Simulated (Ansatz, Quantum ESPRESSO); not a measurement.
# Ballistic transmission: vacuum gap of 6.0 Å between two Cu(111) faces, part 2 of 3

Wanted: the transmission near the Fermi level and the conductance of this junction: vacuum gap of 6.0 Å between two Cu(111) faces.

Quantum ESPRESSO 7.5; plane-wave DFT, PBE, GBRV ultrasoft pseudopotentials; cross-check by Ansatz 0.2.0 with PAW datasets.

So far. Step 2 (SCF with pw.x): The run needed 15 iterations to bring the estimated error under 1e-07 Ry; the largest force on any atom, held or free, is 0.12 eV/Å.

**3. Transmission with pwcond.x**

Level of this step: transmission by pwcond, lead and junction from one cell; plane-wave DFT, PBE, GBRV ultrasoft pseudopotentials (Quantum ESPRESSO).

prefixt takes both regions from one run: the lead from 0 to bdl, the scattering region from bdl to bds (units of alat). ikind = 1 puts the same lead on both sides. The program's T_tot counts both spins in a run without spin; the tables below give T per spin.

cond.in reads:

```
&inputcond
  outdir = './out'
  prefixt = 'scf'
  tran_file = 'cond.dat'
  bdl = 2.4494897430
  bds = 11.3125836475
  ikind = 1
  ewind = 4.0
  epsproj = 1e-05
  nz1 = 7
  energy0 = 0.4
  denergy = -0.4
/
14
  0.00000000 0.00000000 0.01000000
  0.00000000 0.10000000 0.06000000
  0.00000000 0.20000000 0.06000000
  0.00000000 0.30000000 0.06000000
  0.00000000 0.40000000 0.06000000
  0.00000000 0.50000000 0.03000000
  0.10000000 0.20000000 0.06000000
  0.10000000 0.30000000 0.12000000
  0.10000000 0.40000000 0.12000000
  0.10000000 0.50000000 0.12000000
  0.20000000 0.40000000 0.06000000
  0.20000000 0.50000000 0.12000000
  0.20000000 0.60000000 0.06000000
  0.30000000 0.60000000 0.06000000
3
```

The run is started by

```console
$ OMP_NUM_THREADS=1 mpirun -n 4 pwcond.x -in cond.in > cond.out
```

What it wrote:

```text
[banner, memory and clock lines left out]
Program PWCOND v.7.5 starts

          URL

     ./out/scf.save/

     IMPORTANT: XC functional enforced from input :
     Exchange-correlation= PBE
                           (   1   4   3   4   0   0   0)
     Any further DFT definition will be discarded
     Please, verify this is what you really want

     Check: negative core charge=   -0.000001
     Reading collected, re-writing distributed wavefunctions

===== INPUT FILE containing all the regions =====

     GEOMETRY:

     lattice parameter (alat)  =       4.8639  a.u.
     the volume                =    1127.3225 (a.u.)^3
     the cross section         =      20.4881 (a.u.)^2
     l of the unit cell        =      11.3126 (alat)
     number of atoms/cell      =           12
     number of atomic types    =            1

     crystal axes: (cart. coord. in units of alat)
               a(1) = (  1.0000  0.0000  0.0000 )
               a(2) = (  0.5000  0.8660  0.0000 )
               a(3) = (  0.0000  0.0000 11.3126 )

   Cartesian axes

     site n.     atom                  positions (alat units)
          1        Cu     tau(  1)=(  0.0000  0.0000 11.3126  )
          2        Cu     tau(  2)=(  0.5000  0.2887  0.8165  )
          3        Cu     tau(  3)=(  1.0000  0.5774  1.6330  )
          4        Cu     tau(  4)=(  0.0000  0.0000  2.4495  )
          5        Cu     tau(  5)=(  0.5000  0.2887  3.2660  )
          6        Cu     tau(  6)=(  1.0000  0.5774  4.0825  )
          7        Cu     tau(  7)=(  0.0000  0.0000  6.4136  )
          8        Cu     tau(  8)=(  0.5000  0.2887  7.2301  )
          9        Cu     tau(  9)=(  1.0000  0.5774  8.0466  )
         10        Cu     tau( 10)=(  0.0000  0.0000  8.8631  )
         11        Cu     tau( 11)=(  0.5000  0.2887  9.6796  )
         12        Cu     tau( 12)=(  1.0000  0.5774 10.4961  )

     nr1s                      =           20
     nr2s                      =           20
     nr3s                      =          225
     nr1sx                     =           20
     nr2sx                     =           20
     nr3sx                     =          225
     nr1                       =           24
     nr2                       =           24
     nr3                       =          250
     nr1x                      =           24
     nr2x                      =           24
     nr3x                      =          250

 _______________________________
  Radii of nonlocal spheres:

     type       ibeta     ang. mom.          radius (alat units)
       Cu         1         0                    0.3212
       Cu         2         0                    0.3212
       Cu         3         1                    0.3212
       Cu         4         1                    0.3212
       Cu         5         2                    0.3212
       Cu         6         2                    0.3212
----- General information -----

--- T calc. with identical leads (ikind=1) ---

     nrx                       =           20
     nry                       =           20
     nz1                       =            7

     energy0               =         4.0E-01
     denergy               =        -4.0E-01
     nenergy               =          3
     ecut2d                =         4.0E+01
     ewind                 =         4.0E+00
     epsproj               =         1.0E-05

     number of k_|| points=   14
                       cryst. coord.
        k(    1) = (   0.0000000   0.0000000), wk =   0.0100000
        k(    2) = (   0.0000000   0.1000000), wk =   0.0600000
        k(    3) = (   0.0000000   0.2000000), wk =   0.0600000
        k(    4) = (   0.0000000   0.3000000), wk =   0.0600000
        k(    5) = (   0.0000000   0.4000000), wk =   0.0600000
        k(    6) = (   0.0000000   0.5000000), wk =   0.0300000
        k(    7) = (   0.1000000   0.2000000), wk =   0.0600000
        k(    8) = (   0.1000000   0.3000000), wk =   0.1200000
        k(    9) = (   0.1000000   0.4000000), wk =   0.1200000
        k(   10) = (   0.1000000   0.5000000), wk =   0.1200000
        k(   11) = (   0.2000000   0.4000000), wk =   0.0600000
        k(   12) = (   0.2000000   0.5000000), wk =   0.1200000
        k(   13) = (   0.2000000   0.6000000), wk =   0.0600000
        k(   14) = (   0.3000000   0.6000000), wk =   0.0600000
----- Information about left/right lead -----

     nocros                   =           18
     noins                    =           36
     norb                     =           72
     norbf                    =          180
     nrz                      =           49

      iorb      type   ibeta   ang. mom.   m       position (alat)
        1        1       1        0        1   taunew(   1)=(  0.0000  0.0000  0.0000)
        2        1       2        0        1   taunew(   2)=(  0.0000  0.0000  0.0000)
        3        1       3        1        1   taunew(   3)=(  0.0000  0.0000  0.0000)
        4        1       3        1        2   taunew(   4)=(  0.0000  0.0000  0.0000)
        5        1       3        1        3   taunew(   5)=(  0.0000  0.0000  0.0000)
        6        1       4        1        1   taunew(   6)=(  0.0000  0.0000  0.0000)
        7        1       4        1        2   taunew(   7)=(  0.0000  0.0000  0.0000)
        8        1       4        1        3   taunew(   8)=(  0.0000  0.0000  0.0000)
        9        1       5        2        1   taunew(   9)=(  0.0000  0.0000  0.0000)
       10        1       5        2        2   taunew(  10)=(  0.0000  0.0000  0.0000)
       11        1       5        2        3   taunew(  11)=(  0.0000  0.0000  0.0000)
       12        1       5        2        4   taunew(  12)=(  0.0000  0.0000  0.0000)
       13        1       5        2        5   taunew(  13)=(  0.0000  0.0000  0.0000)
       14        1       6        2        1   taunew(  14)=(  0.0000  0.0000  0.0000)
       15        1       6        2        2   taunew(  15)=(  0.0000  0.0000  0.0000)
       16        1       6        2        3   taunew(  16)=(  0.0000  0.0000  0.0000)
       17        1       6        2        4   taunew(  17)=(  0.0000  0.0000  0.0000)
       18        1       6        2        5   taunew(  18)=(  0.0000  0.0000  0.0000)
       19        1       1        0        1   taunew(  19)=(  0.5000  0.2887  0.8165)
       20        1       2        0        1   taunew(  20)=(  0.5000  0.2887  0.8165)
       21        1       3        1        1   taunew(  21)=(  0.5000  0.2887  0.8165)
       22        1       3        1        2   taunew(  22)=(  0.5000  0.2887  0.8165)
       23        1       3        1        3   taunew(  23)=(  0.5000  0.2887  0.8165)
[...]
116        1       4        1        3   taunew( 116)=(  0.0000  0.0000  6.4136)
      117        1       5        2        1   taunew( 117)=(  0.0000  0.0000  6.4136)
      118        1       5        2        2   taunew( 118)=(  0.0000  0.0000  6.4136)
      119        1       5        2        3   taunew( 119)=(  0.0000  0.0000  6.4136)
      120        1       5        2        4   taunew( 120)=(  0.0000  0.0000  6.4136)
      121        1       5        2        5   taunew( 121)=(  0.0000  0.0000  6.4136)
      122        1       6        2        1   taunew( 122)=(  0.0000  0.0000  6.4136)
      123        1       6        2        2   taunew( 123)=(  0.0000  0.0000  6.4136)
      124        1       6        2        3   taunew( 124)=(  0.0000  0.0000  6.4136)
      125        1       6        2        4   taunew( 125)=(  0.0000  0.0000  6.4136)
      126        1       6        2        5   taunew( 126)=(  0.0000  0.0000  6.4136)
      127        1       1        0        1   taunew( 127)=(  0.5000  0.2887  7.2301)
      128        1       2        0        1   taunew( 128)=(  0.5000  0.2887  7.2301)
      129        1       3        1        1   taunew( 129)=(  0.5000  0.2887  7.2301)
      130        1       3        1        2   taunew( 130)=(  0.5000  0.2887  7.2301)
      131        1       3        1        3   taunew( 131)=(  0.5000  0.2887  7.2301)
      132        1       4        1        1   taunew( 132)=(  0.5000  0.2887  7.2301)
      133        1       4        1        2   taunew( 133)=(  0.5000  0.2887  7.2301)
      134        1       4        1        3   taunew( 134)=(  0.5000  0.2887  7.2301)
      135        1       5        2        1   taunew( 135)=(  0.5000  0.2887  7.2301)
      136        1       5        2        2   taunew( 136)=(  0.5000  0.2887  7.2301)
      137        1       5        2        3   taunew( 137)=(  0.5000  0.2887  7.2301)
      138        1       5        2        4   taunew( 138)=(  0.5000  0.2887  7.2301)
      139        1       5        2        5   taunew( 139)=(  0.5000  0.2887  7.2301)
      140        1       6        2        1   taunew( 140)=(  0.5000  0.2887  7.2301)
      141        1       6        2        2   taunew( 141)=(  0.5000  0.2887  7.2301)
      142        1       6        2        3   taunew( 142)=(  0.5000  0.2887  7.2301)
      143        1       6        2        4   taunew( 143)=(  0.5000  0.2887  7.2301)
      144        1       6        2        5   taunew( 144)=(  0.5000  0.2887  7.2301)
      145        1       1        0        1   taunew( 145)=(  1.0000  0.5774  8.0466)
      146        1       2        0        1   taunew( 146)=(  1.0000  0.5774  8.0466)
      147        1       3        1        1   taunew( 147)=(  1.0000  0.5774  8.0466)
      148        1       3        1        2   taunew( 148)=(  1.0000  0.5774  8.0466)
      149        1       3        1        3   taunew( 149)=(  1.0000  0.5774  8.0466)
      150        1       4        1        1   taunew( 150)=(  1.0000  0.5774  8.0466)
      151        1       4        1        2   taunew( 151)=(  1.0000  0.5774  8.0466)
      152        1       4        1        3   taunew( 152)=(  1.0000  0.5774  8.0466)
      153        1       5        2        1   taunew( 153)=(  1.0000  0.5774  8.0466)
      154        1       5        2        2   taunew( 154)=(  1.0000  0.5774  8.0466)
      155        1       5        2        3   taunew( 155)=(  1.0000  0.5774  8.0466)
      156        1       5        2        4   taunew( 156)=(  1.0000  0.5774  8.0466)
      157        1       5        2        5   taunew( 157)=(  1.0000  0.5774  8.0466)
      158        1       6        2        1   taunew( 158)=(  1.0000  0.5774  8.0466)
      159        1       6        2        2   taunew( 159)=(  1.0000  0.5774  8.0466)
      160        1       6        2        3   taunew( 160)=(  1.0000  0.5774  8.0466)
      161        1       6        2        4   taunew( 161)=(  1.0000  0.5774  8.0466)
      162        1       6        2        5   taunew( 162)=(  1.0000  0.5774  8.0466)
      163        1       1        0        1   taunew( 163)=(  0.0000  0.0000  8.8631)
      164        1       2        0        1   taunew( 164)=(  0.0000  0.0000  8.8631)
      165        1       3        1        1   taunew( 165)=(  0.0000  0.0000  8.8631)
      166        1       3        1        2   taunew( 166)=(  0.0000  0.0000  8.8631)
      167        1       3        1        3   taunew( 167)=(  0.0000  0.0000  8.8631)
      168        1       4        1        1   taunew( 168)=(  0.0000  0.0000  8.8631)
      169        1       4        1        2   taunew( 169)=(  0.0000  0.0000  8.8631)
      170        1       4        1        3   taunew( 170)=(  0.0000  0.0000  8.8631)
      171        1       5        2        1   taunew( 171)=(  0.0000  0.0000  8.8631)
      172        1       5        2        2   taunew( 172)=(  0.0000  0.0000  8.8631)
      173        1       5        2        3   taunew( 173)=(  0.0000  0.0000  8.8631)
      174        1       5        2        4   taunew( 174)=(  0.0000  0.0000  8.8631)
      175        1       5        2        5   taunew( 175)=(  0.0000  0.0000  8.8631)
      176        1       6        2        1   taunew( 176)=(  0.0000  0.0000  8.8631)
      177        1       6        2        2   taunew( 177)=(  0.0000  0.0000  8.8631)
      178        1       6        2        3   taunew( 178)=(  0.0000  0.0000  8.8631)
      179        1       6        2        4   taunew( 179)=(  0.0000  0.0000  8.8631)
      180        1       6        2        5   taunew( 180)=(  0.0000  0.0000  8.8631)
 ngper, shell number =           61           9
 ngper, n2d =           61          55
---  E-Ef =    0.4000000  k =    0.0000000   0.0000000
---  ie =          1  ik =          1
 Nchannels of the left tip =            0
 Right moving states:
   k1(2pi/a)   k2(2pi/a)   E-Ef (eV)
 Left moving states:
   k1(2pi/a)   k2(2pi/a)   E-Ef (eV)

 to transmit
          E-Ef(ev), T =    0.4000000   0.0000000
---  E-Ef =    0.0000000  k =    0.0000000   0.0000000
---  ie =          2  ik =          1
 Nchannels of the left tip =            0
 Right moving states:
   k1(2pi/a)   k2(2pi/a)   E-Ef (eV)
 Left moving states:
   k1(2pi/a)   k2(2pi/a)   E-Ef (eV)

 to transmit
          E-Ef(ev), T =    0.0000000   0.0000000
---  E-Ef =   -0.4000000  k =    0.0000000   0.0000000
---  ie =          3  ik =          1
 Nchannels of the left tip =            0
 Right moving states:
   k1(2pi/a)   k2(2pi/a)   E-Ef (eV)
 Left moving states:
   k1(2pi/a)   k2(2pi/a)   E-Ef (eV)

 to transmit
          E-Ef(ev), T =   -0.4000000   0.0000000
 ngper, shell number =           61          35
 ngper, n2d =           61          61
[... further energies and points left out ...]
---  E-Ef =    0.4000000  k =    0.3000000   0.6000000
---  ie =          1  ik =         14
 Nchannels of the left tip =            0
 Right moving states:
   k1(2pi/a)   k2(2pi/a)   E-Ef (eV)
 Left moving states:
   k1(2pi/a)   k2(2pi/a)   E-Ef (eV)

 to transmit
          E-Ef(ev), T =    0.4000000   0.0000000
---  E-Ef =    0.0000000  k =    0.3000000   0.6000000
---  ie =          2  ik =         14
 Nchannels of the left tip =            0
 Right moving states:
   k1(2pi/a)   k2(2pi/a)   E-Ef (eV)
 Left moving states:
   k1(2pi/a)   k2(2pi/a)   E-Ef (eV)

 to transmit
          E-Ef(ev), T =    0.0000000   0.0000000
---  E-Ef =   -0.4000000  k =    0.3000000   0.6000000
---  ie =          3  ik =         14
 Nchannels of the left tip =            0
 Right moving states:
   k1(2pi/a)   k2(2pi/a)   E-Ef (eV)
 Left moving states:
   k1(2pi/a)   k2(2pi/a)   E-Ef (eV)

 to transmit
          E-Ef(ev), T =   -0.4000000   0.0000000
   T_tot     0.40000      0.76307E-02
   T_tot     0.00000      0.10639E-01
   T_tot    -0.40000      0.66844E-02

Note: The following floating-point exceptions are signalling: IEEE_UNDERFLOW_FLAG
Note: The following floating-point exceptions are signalling: IEEE_UNDERFLOW_FLAG
Note: The following floating-point exceptions are signalling: IEEE_UNDERFLOW_FLAG
Note: The following floating-point exceptions are signalling: IEEE_UNDERFLOW_FLAG
```

The job ended after 26 s (4 MPI ranks of Arm Neoverse V2, shared host; peak memory 0.23 GiB).

Read from the output:

- lead channels at the Fermi level, one spin: 0.87
- transmission at the Fermi level, one spin: 0.005319
- conductance: 0.005319 G₀

Per spin; mean over the k mesh across the current. Table of open channels, zone mean by energy, zero at the Fermi level:

```
energy (eV)  open channels, zone mean
     -0.400                      0.75
      0.000                      0.87
      0.400                      0.81
```

Per spin; mean over the k mesh across the current. Transmission, zone mean against energy, zero at the Fermi level:

```csv
energy (eV),"transmission, zone mean"
-0.400,0.00334
0.000,0.00532
0.400,0.00382
```

At 0.000 eV; k in fractions of b1, b2. Transmission by k point:

```
 k1   k2  weight         t  channels
  0    0    0.01         0         0
  0  0.1    0.06   0.05042         1
  0  0.2    0.06   0.01003         1
  0  0.3    0.06  0.002037         1
  0  0.4    0.06   3.94e-4         1
  0  0.5    0.03   3.42e-5         1
0.1  0.2    0.06   0.01601         1
0.1  0.3    0.12  0.003544         1
0.1  0.4    0.12   7.85e-4         1
0.1  0.5    0.12   2.38e-5         1
0.2  0.4    0.06  0.001001         1
0.2  0.5    0.12   2.28e-5         1
0.2  0.6    0.06         0         0
0.3  0.6    0.06         0         0
```

The program's own clock; routines nest. Time by routine:

```csv
routine,wall time (s),calls
PWCOND,25.85,1
scatter_forw,20.88,84
compbs,2.43,42
compbs_2,2.02,42
local,1.53,14
init,0.33,1
poten,0.02,1
```

At no point does T exceed the number of channels.

(Part 2 of 3 ends here.)

[Logs are printed without paths, hosts, clocks, repeated set-up lines and the standing remarks that a program may print on its own settings, such as how far it seeks lower states.]

[Hosts, paths, dates, database ids (printed as entryN), source tags and the programs' standing remarks are cut or masked in the printed files.]

[Maps of the electrostatic potential energy from Ansatz leave out the sawtooth potential of an applied field or a dipole correction, so their vacuum need not be flat; planar profiles and work functions include it.]
